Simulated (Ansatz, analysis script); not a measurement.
**Energy of spin spirals in Sr2NiWO6**

Aim: the energy of Sr2NiWO6 as its moments wind into spirals of wavevector q.

Method: PBEsol with U = 6 eV on Ni d (ortho-atomic projectors), PAW set soft_1 (files made for PBE), in Ansatz 0.2.0.

Experimental background.

For Sr2NiWO6, tetragonal B-site ordered double perovskite (solid-state synthesised polycrystal, 1.5 K), “Type-II antiferromagnetic ordering in double perovskite oxide Sr2NiWO6” (2023, arxiv:2303.14370) gives, by neutron powder diffraction, Rietveld refinement: moment (ordered moment per Ni2+) 1.9 ± 0.2 μB.

This is a report of a sequence of runs, with most program output left out.

## Step 1: The structure

It takes space group I4/m (No. 87, tetragonal). Conventional cell: a = 5.557 Å, b = 5.557 Å, c = 7.913 Å, α = 90.00°, β = 90.00°, γ = 90.00°. Sr has 12 O at 2.62 to 2.97 Å nearest. Ni has 6 O at 2.02 to 2.04 Å nearest. Nearest to W lie 6 O at 1.92 to 1.94 Å. Nearest to O lie 1 W at 1.92 Å and 1 Ni at 2.04 Å and 4 Sr at 2.62 to 2.97 Å. Nearest to O lie 1 W at 1.94 Å and 1 Ni at 2.02 Å and 4 Sr at 2.78 Å. Farther neighbours and most contacts between anions are not listed.

## Step 2: Starting state

First a free collinear run, to see which state the typed moments lead to.

input.yaml

```yaml
crystal:
  lattice:
    - [-2.77855, 2.77855, 3.95655]
    - [2.77855, -2.77855, 3.95655]
    - [2.77855, 2.77855, -3.95655]
  atoms:
    - { symbol: Sr, position: [0.75, 0.25, 0.5] }
    - { symbol: Sr, position: [0.25, 0.75, 0.5] }
    - { symbol: Ni, position: [0.0, 0.0, 0.0], spin: 2.0 }
    - { symbol: W, position: [0.5, 0.5, 0.0] }
    - { symbol: O, position: [0.227, 0.289, 0.516] }
    - { symbol: O, position: [0.289, 0.773, 0.062] }
    - { symbol: O, position: [0.773, 0.711, 0.484] }
    - { symbol: O, position: [0.711, 0.227, 0.938] }
    - { symbol: O, position: [0.255, 0.255, 0.0] }
    - { symbol: O, position: [0.745, 0.745, 0.0] }
magnetization:
  spin_polarized: true
kpoints:
  mp_grid: { grid: [4, 4, 4] }
hamiltonian:
  xc: pbesol
  hubbard:
    projectors: ortho-atomic
    sites: [{ species: Ni, l: d, u_eff: 6.0 }]
  pseudopotentials: { kind: paw, azcp: { folder: soft_1 }, xc_functional: pbe }
scf:
  occupations: { method: fermi_dirac, width: 0.05 }
  max_iter: 120
  convergence: { dr2_threshold: 1.0e-08 }
output:
  write_density: true
  write_potential: true
  elf: true
  volumetric_format: npy
```

On the command line:

```console
ansatz run input.yaml --threads 2 --pin off --max-ram 5632MiB --backend cpu --events-out ev --progress --plain --runs-dir out
```

Run time: 20 s. Hardware: 2 threads of Arm Neoverse V2, shared host; peak memory 1.1 GiB.

Spin moment in the atom's sphere by atom:

```tsv
atom	spin moment in the atom's sphere (μB)
Sr1	0.00
Sr2	0.00
Ni3	1.69
W4	0.02
O5	0.04
O6	0.04
O7	0.04
O8	0.04
O9	0.03
O10	0.03
```

Tables count atoms from 1; parts of the log count from 0.

The run ends ferromagnetic, with a net moment of 2 μB a cell. With one Ni atom carrying the moment, parallel order of its images is forced by the cell, not found.

Spin density in the ac plane of the conventional cell at fractional y = 0.000, with atoms of Sr and Ni and W and O within 0.2 Å of it.

Ten even steps from '0' (0.0 e/Å³) to '9' (5.0 e/Å³), each cell a mean:
```
600000000000003
100000000000000
000000000000000
000000000000000
000000000000000
000000000000000
000000000000000
000000000000000
000000000000000
000000000000000
000000000000000
000000000000000
000000000000000
000000000000000
000000000000000
000000000000000
000000000000000
000000000000000
000000000000000
200000000000001
910000000000005
```
Columns run along a (5.6 Å), rows up along c (7.9 Å), edges of the conventional cell, whose origin can differ from the input's. Atoms in or near the plane, at fractional coordinates: Sr at (0.50, 0.75), Sr at (0.50, 0.25), Ni at (0.00, 0.00), W at (0.00, 0.50), O at (0.00, 0.26), O at (0.00, 0.74).

Valence density in the ac plane of the conventional cell at fractional y = 0.000, with atoms of Sr and Ni and W and O within 0.2 Å of it. It is the smooth field of the valence electrons, not physical close to the nuclei.

Values in e/Å³, 21 rows by 15 columns, each cell a mean:
```
27  7  1  0  0  0  0  0  0  0  0  0  0  3 18
 3  1  0  0  0  0  0  0  0  0  0  0  0  1  2
 1  0  0  0  0  0  0  1  1  0  0  0  0  0  1
 2  1  0  0  0  1  2  2  2  1  0  0  0  1  2
 6  3  1  0  0  1  2  2  2  2  1  0  0  1  5
 7  3  1  0  0  1  2  2  2  2  1  0  0  2  5
 3  1  0  0  0  1  2  2  2  1  0  0  0  1  2
 1  1  0  0  0  0  1  1  1  0  0  0  0  0  1
 3  2  0  0  0  0  0  0  0  0  0  0  0  1  2
 5  4  1  0  0  0  0  0  0  0  0  0  1  2  5
 5  5  1  0  0  0  0  0  0  0  0  0  1  3  6
 5  3  1  0  0  0  0  0  0  0  0  0  0  2  4
 2  1  0  0  0  0  0  0  0  0  0  0  0  1  1
 1  1  0  0  0  0  1  1  1  1  0  0  0  1  1
 5  2  1  0  0  1  2  2  2  2  0  0  0  1  4
 7  3  1  0  0  1  2  2  2  2  1  0  0  2  6
 4  2  0  0  0  1  2  2  2  2  0  0  0  1  3
 1  1  0  0  0  0  1  2  1  1  0  0  0  0  1
 1  0  0  0  0  0  0  0  0  0  0  0  0  0  1
10  3  0  0  0  0  0  0  0  0  0  0  0  1  7
43 10  1  0  0  0  0  0  0  0  0  0  0  4 28
```
Columns run along a (5.6 Å), rows up along c (7.9 Å), edges of the conventional cell, whose origin can differ from the input's. Atoms in or near the plane, at fractional coordinates: Sr at (0.50, 0.75), Sr at (0.50, 0.25), Ni at (0.00, 0.00), W at (0.00, 0.50), O at (0.00, 0.26), O at (0.00, 0.74).

ELF in the ac plane of the conventional cell at fractional y = 0.000, with atoms of Sr and Ni and W and O within 0.2 Å of it. It is the smooth field of the valence electrons, not physical close to the nuclei.

Values, 21 rows by 15 columns, each cell a mean:
```
0.78 0.46 0.18 0.10 0.10 0.09 0.05 0.03 0.04 0.08 0.11 0.10 0.12 0.30 0.66
0.25 0.22 0.14 0.08 0.06 0.06 0.10 0.16 0.13 0.07 0.06 0.07 0.10 0.18 0.23
0.27 0.23 0.14 0.06 0.05 0.21 0.52 0.67 0.61 0.35 0.08 0.04 0.10 0.20 0.26
0.75 0.68 0.42 0.10 0.15 0.61 0.80 0.77 0.80 0.76 0.33 0.06 0.26 0.59 0.73
0.60 0.79 0.66 0.18 0.27 0.78 0.70 0.28 0.51 0.82 0.54 0.10 0.46 0.78 0.69
0.49 0.76 0.69 0.20 0.26 0.78 0.70 0.26 0.48 0.81 0.53 0.11 0.48 0.79 0.64
0.72 0.72 0.53 0.16 0.14 0.62 0.82 0.75 0.78 0.75 0.33 0.08 0.35 0.68 0.74
0.42 0.35 0.22 0.10 0.06 0.20 0.53 0.70 0.63 0.36 0.09 0.08 0.16 0.29 0.40
0.55 0.41 0.17 0.13 0.12 0.07 0.10 0.18 0.15 0.08 0.10 0.13 0.13 0.30 0.51
0.49 0.64 0.32 0.16 0.20 0.13 0.06 0.03 0.04 0.10 0.18 0.19 0.20 0.54 0.57
0.26 0.63 0.38 0.17 0.22 0.16 0.08 0.03 0.04 0.12 0.20 0.20 0.22 0.60 0.46
0.61 0.57 0.26 0.15 0.17 0.11 0.06 0.05 0.05 0.07 0.14 0.17 0.16 0.45 0.63
0.41 0.30 0.15 0.11 0.09 0.10 0.26 0.40 0.33 0.14 0.07 0.10 0.12 0.22 0.38
0.59 0.53 0.34 0.11 0.08 0.38 0.71 0.81 0.79 0.57 0.16 0.07 0.23 0.46 0.57
0.65 0.78 0.63 0.18 0.21 0.71 0.77 0.55 0.68 0.82 0.44 0.09 0.44 0.75 0.71
0.46 0.76 0.70 0.20 0.28 0.79 0.66 0.15 0.41 0.81 0.56 0.11 0.49 0.79 0.62
0.73 0.77 0.59 0.15 0.22 0.75 0.78 0.52 0.65 0.81 0.47 0.09 0.39 0.74 0.77
0.58 0.49 0.27 0.08 0.08 0.44 0.76 0.82 0.80 0.62 0.21 0.05 0.16 0.40 0.56
0.15 0.15 0.11 0.07 0.05 0.09 0.29 0.43 0.37 0.17 0.05 0.05 0.09 0.14 0.15
0.48 0.31 0.16 0.09 0.09 0.07 0.05 0.05 0.05 0.06 0.08 0.08 0.12 0.25 0.42
0.90 0.52 0.18 0.10 0.12 0.11 0.06 0.03 0.04 0.09 0.12 0.11 0.12 0.33 0.79
```
Columns run along a (5.6 Å), rows up along c (7.9 Å), edges of the conventional cell, whose origin can differ from the input's. Atoms in or near the plane, at fractional coordinates: Sr at (0.50, 0.75), Sr at (0.50, 0.25), Ni at (0.00, 0.00), W at (0.00, 0.50), O at (0.00, 0.26), O at (0.00, 0.74).

Each spiral starts from these moments, tilted 90° from the rotation axis z (a flat spiral), and is free to relax. Spin–orbit coupling is switched off, so the energy does not depend on how the axis lies in the crystal. The folder named start holds the saved collinear state, from which each run begins.

The runs on spinors take the mesh 8×8×8.

## Step 3: q = (0, 0, 0)

The reference is the same input at q = 0, so that basis and exchange-correlation form match those at other q. Every q is chosen so that q/2 is a mesh vector: every spiral then samples the k-points of q = 0, and much mesh noise cancels.

input.yaml, the sections that differ from step 2:

```yaml
crystal:
  lattice:
    - [-2.77855, 2.77855, 3.95655]
    - [2.77855, -2.77855, 3.95655]
    - [2.77855, 2.77855, -3.95655]
  atoms:
    - { symbol: Sr, position: [0.75, 0.25, 0.5] }
    - { symbol: Sr, position: [0.25, 0.75, 0.5] }
    - { symbol: Ni, position: [0.0, 0.0, 0.0], spin: 1.69, spin_axis: [1.0, 0.0, 0.0] }
    - { symbol: W, position: [0.5, 0.5, 0.0] }
    - { symbol: O, position: [0.227, 0.289, 0.516] }
    - { symbol: O, position: [0.289, 0.773, 0.062] }
    - { symbol: O, position: [0.773, 0.711, 0.484] }
    - { symbol: O, position: [0.711, 0.227, 0.938] }
    - { symbol: O, position: [0.255, 0.255, 0.0] }
    - { symbol: O, position: [0.745, 0.745, 0.0] }
kpoints:
  mp_grid: { grid: [8, 8, 8] }
basis:
  ecutwfc: 420.0
magnetization:
  noncollinear: true
  spin_spiral: { q: [0.0, 0.0, 0.0] }
checkpoint:
  read: start
# hamiltonian, scf: as in step 2
# output: removed
```

On the command line:

```console
ansatz run input.yaml --threads 4 --pin off --max-ram 11264MiB --backend cpu --events-out ev --progress --plain --runs-dir out
```

Elapsed: 8 min, on 4 threads; peak memory 10 GiB; 32 min of CPU time.

The largest moment is 1.69 μB, against 1.69 μB in the collinear run.

## Step 4: q = (0, 0, 0.25)

Only q changes. The cell stays that of the crystal, since the generalised Bloch theorem carries the rotation from cell to cell.

Edit input.yaml of step 3 so:

```diff
@@ -32,3 +32,3 @@
   noncollinear: true
-  spin_spiral: { q: [0.0, 0.0, 0.0] }
+  spin_spiral: { q: [0.0, 0.0, 0.25] }
 checkpoint:
```

Wall time 10 min (4 threads); peak memory 11 GiB.

The energy of the cell lies 5.57 meV below that at q = 0, and the largest moment is 1.69 μB against 1.69 μB.

## Step 5: q = (0, 0, 0.5)

Edit input.yaml of step 4 so:

```diff
@@ -32,3 +32,3 @@
   noncollinear: true
-  spin_spiral: { q: [0.0, 0.0, 0.25] }
+  spin_spiral: { q: [0.0, 0.0, 0.5] }
 checkpoint:
```

It took 12 min on 4 threads; peak memory 11 GiB; 48 min of CPU time.

The energy of the cell lies 1.10 meV below that at q = 0, and the largest moment is 1.69 μB against 1.69 μB.

## Step 6: q = (0, 0.5, 0)

Edit input.yaml of step 5 so:

```diff
@@ -32,3 +32,3 @@
   noncollinear: true
-  spin_spiral: { q: [0.0, 0.0, 0.5] }
+  spin_spiral: { q: [0.0, 0.5, 0.0] }
 checkpoint:
```

Elapsed: 15 min, on 4 threads; peak memory 11 GiB.

The energy of the cell lies 16.1 meV below that at q = 0, and the largest moment is 1.68 μB against 1.69 μB.

## Step 7: q = (0.25, 0.25, 0.25)

Edit input.yaml of step 6 so:

```diff
@@ -32,3 +32,3 @@
   noncollinear: true
-  spin_spiral: { q: [0.0, 0.5, 0.0] }
+  spin_spiral: { q: [0.25, 0.25, 0.25] }
 checkpoint:
```

It took 13 min on 4 threads; peak memory 11 GiB; 51 min of CPU time.

The energy of the cell lies 6.63 meV below that at q = 0, and the largest moment is 1.69 μB against 1.69 μB.

1 more runs differ from these in the same keys alone and are tabled below.

## Step 8: A run with settings changed

A test of how the program answers to a changed input.

Edit input.yaml of step 7 so:

```diff
@@ -26,3 +26,3 @@
   occupations: { method: fermi_dirac, width: 0.05 }
-  max_iter: 120
+  max_iter: 100
   convergence: { dr2_threshold: 1.0e-08 }
@@ -32,4 +32,2 @@
   noncollinear: true
-  spin_spiral: { q: [0.25, 0.25, 0.25] }
-checkpoint:
-  read: start
+  spin_spiral: { q: [1.5, 0, 0] }
```

Run time: 0.02 s. Hardware: 4 threads; peak memory 0.033 GiB.

The program refused the input before any cycle.

The program's message: “Error: invalid value for `magnetization.spin_spiral.q`: must have each fraction of a reciprocal vector in [−1, 1]; got [1.5, 0.0, 0.0]”

The change that led to it: magnetization = {"spin_spiral": {"q": [1.5, 0, 0]}}.

## Step 9: Side runs that gave no result

| changed | outcome |
| --- | --- |
| none (memory cap of the command) | refused or stopped by the program |

## Step 10: E(q)

```tsv
q (reciprocal lattice)	path length (1/Å)	E(q) − E(0) (meV a magnetic atom)	|m| Ni no. 3 (μB)
(0, 0, 0)	0.000	0.00	1.69
(0, 0, 0.25)	0.400	-5.57	1.69
(0, 0, 0.5)	0.799	-1.10	1.69
(0.25, 0.25, 0.25)	1.197	-6.63	1.69
(0, 0.5, 0)	1.762	-16.10	1.68
(0, 0.25, 0)	2.107	-8.11	1.69
(0, 0, 0)	2.453	0.00	1.69
```

## Step 11: Outcome

```yaml
lowest_point_of_the_path: q = (0, 0.5, 0), -16.1 meV a magnetic atom from q = 0
highest_point: 0 meV a magnetic atom
```

The state at q = (0, 0.5, 0) lies 16.1 meV a magnetic atom below the ferromagnetic start, so that start is not the lowest state; a flat spiral with q made of halves, on one magnetic atom a cell, is a collinear order of a doubled cell. The moments change by at most 1 % from their size at q = 0, so they are well localised. Computed site moments are spin alone, inside a sphere; measured ones hold the orbital part and are lowered by fluctuations. Where the measured value is a saturation moment an atom, the cell's net moment is the closer match: 2 μB a magnetic atom. No spin model is given, since neighbours at nearly equal distances can't be told apart by these points. The 6 spiral runs took 68 min of wall time, added up.

Comparison with the measured values:

| quantity | measured | PBEsol with U = 6 eV on Ni d (ortho-atomic projectors), PAW set soft_1 (files made for PBE) |
| --- | --- | --- |
| moment (Ni) (μB) | 1.9 | 1.69 (-10.8 %) |

Measured values from arxiv:2303.14370 (2023).

**Verdict.** The moment is off by -10.8 %. No cell relaxation is part of this session.

[Logs and program files are shortened in this print: banners, set-up blocks, solver, clock and traceback lines can be left out without a mark of their own.]

[Logs are printed without paths, hosts, clocks, repeated set-up lines and the standing remarks that a program may print on its own settings, such as how far it seeks lower states.]

[Hosts, paths, dates, database ids (printed as entryN), source tags and the programs' standing remarks are cut or masked in the printed files.]
